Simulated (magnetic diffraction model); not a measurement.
# Solving a magnetic structure from powder neutron data: MnSbPO4

Space group C2 (no. 5), a = 12.0470 Å, b = 11.9080 Å, c = 5.7360 Å, β = 90.84°.

```
site  atom       x       y       z
  4c    Sb  0.2536  0.9230  0.7448
  4c    Sb  0.7417  0.0823  0.7531
  2a    Mn     1/2  0.4948       0
  2b    Mn     1/2  0.9986     1/2
  2a    Mn     1/2  0.9992       0
  2b    Mn     1/2  0.4959     1/2
  4c     P  0.5795  0.2521  0.2519
  4c     P  0.4183  0.7464  0.2389
  4c     O  0.4819  0.6214  0.7460
  4c     O  0.3748  0.9763  0.2597
  4c     O  0.5280  0.3789  0.7532
  4c     O  0.6179  0.0220  0.2473
  2b     O     1/2  0.1724     1/2
  2a     O     1/2  0.1779       0
  4c     O  0.1729  0.9947  0.0011
  4c     O  0.8328  0.0029  0.4920
  2a     O     1/2  0.8256       0
  2b     O     1/2  0.8253     1/2
```

This is a made-up structure (elements placed in a structure type, unrelaxed), so the numbers test the method and describe no known phase.

Only Mn is taken to order (form factors of Mn4+); orders and moment sizes are assumed, and not adapted to the symmetry. Radiation: neutrons of λ = 1.909 Å, 3° to 30°; isotropic B of 0.33 Å² (Sb), 0.48 Å² (Mn), 0.53 Å² (P) and 0.46 Å² (O). The intensities are simulated: I ∝ L Σ (|F_N|² + |F_M⊥|²) for unpolarised neutrons, with F_M = 2.695 fm/μB × Σ f(s) S exp(2πi Q·r) exp(−B s²) at Q = H ± k (one set where k and −k are equivalent), only the part normal to Q counting and L = 1/(sin²θ cos θ). For collinear order S is the moment m, which repeats by lattice and centring translations R with the sign exp(−2πi k·R). Form factors are spin-only for 3d ions and dipole or tabulated for f ions, scattering lengths are Sears's of 1992, and absorption is left out. A label names one of the reflections at its angle. The strongest nuclear line in the range is 100, and lines under 0.2 are left out.

Above the ordering temperature:

| 2θ (°) | index | I |
| --- | --- | --- |
| 18.24 | (2 0 0) | 1.6 |
| 18.45 | (0 2 0) | 2.4 |
| 26.06 | (2 2 0) | 100.0 |

Below it (cell unchanged):

```
2θ (°)      I
 18.24    1.6
 18.45    2.4
 20.18    6.6
 20.30    4.2
 23.89    4.5
 24.09    4.3
 24.19    3.2
 24.22    1.2
 26.06  100.0
 27.30    3.2
 27.59    1.4
```

**Question.** Check that the new lines index with k = (1/2 1/2 1), then choose among these models:
A. collinear moments along [010], 2.49 μB on Mn; signs + at (1/2, 0.4948, 0), + at (1/2, 0.9986, 1/2), − at (1/2, 0.9992, 0), − at (1/2, 0.4959, 1/2)
B. collinear moments along [101], 2.49 μB on Mn; signs + at (1/2, 0.4948, 0), + at (1/2, 0.9986, 1/2), − at (1/2, 0.9992, 0), − at (1/2, 0.4959, 1/2)
C. collinear moments along [010], 2.49 μB on Mn; signs + at (1/2, 0.4948, 0), + at (1/2, 0.9986, 1/2), + at (1/2, 0.9992, 0), + at (1/2, 0.4959, 1/2)
D. collinear moments along [101], 2.49 μB on Mn; signs + at (1/2, 0.4948, 0), + at (1/2, 0.9986, 1/2), + at (1/2, 0.9992, 0), + at (1/2, 0.4959, 1/2)

The new lines index as (1/2 1/2 -1) at 20.18°, (1/2 1/2 1) at 20.30°, (-3/2 1/2 1) at 23.89° and (-1/2 3/2 1) at 24.09°, that is as H ± k with k = (1/2 1/2 1), one of 2 inequivalent arms of its star (k and −k counted as one), which a powder can't tell apart. Half indices mean that the moments reverse under translations with k·R a half-integer, and the magnetic cell has twice the primitive volume.

Magnetic intensity, observed (below minus above) and for each model:

| 2θ (°) | index | observed | A | B | C | D |
| --- | --- | --- | --- | --- | --- | --- |
| 6.46 | (1/2 1/2 0) | <0.2 | <0.2 | <0.2 | 36.0 | 43.1 |
| 14.41 | (3/2 -1/2 0) | <0.2 | <0.2 | <0.2 | 12.5 | 3.6 |
| 14.55 | (1/2 -3/2 0) | <0.2 | <0.2 | <0.2 | 1.4 | 13.1 |
| 19.47 | (3/2 3/2 0) | <0.2 | <0.2 | <0.2 | 3.8 | 4.5 |
| 20.18 | (1/2 1/2 -1) | 6.6 | 6.5 | 6.6 | <0.2 | <0.2 |
| 20.30 | (1/2 1/2 1) | 4.2 | 6.4 | 4.2 | <0.2 | <0.2 |
| 23.32 | (5/2 1/2 0) | <0.2 | <0.2 | <0.2 | 4.7 | 1.0 |
| 23.89 | (-3/2 1/2 1) | 4.5 | 4.5 | 4.5 | <0.2 | <0.2 |

Model B matches.

The absence at (1/2 1/2 0) is telling: the sublattices cancel there.

The structure used: k = (1/2 1/2 1), collinear moments along [101], 2.49 μB on Mn; signs + at (1/2, 0.4948, 0), + at (1/2, 0.9986, 1/2), − at (1/2, 0.9992, 0), − at (1/2, 0.4959, 1/2).

[Logs are printed without paths, hosts, clocks, repeated set-up lines and the standing remarks that a program may print on its own settings, such as how far it seeks lower states.]
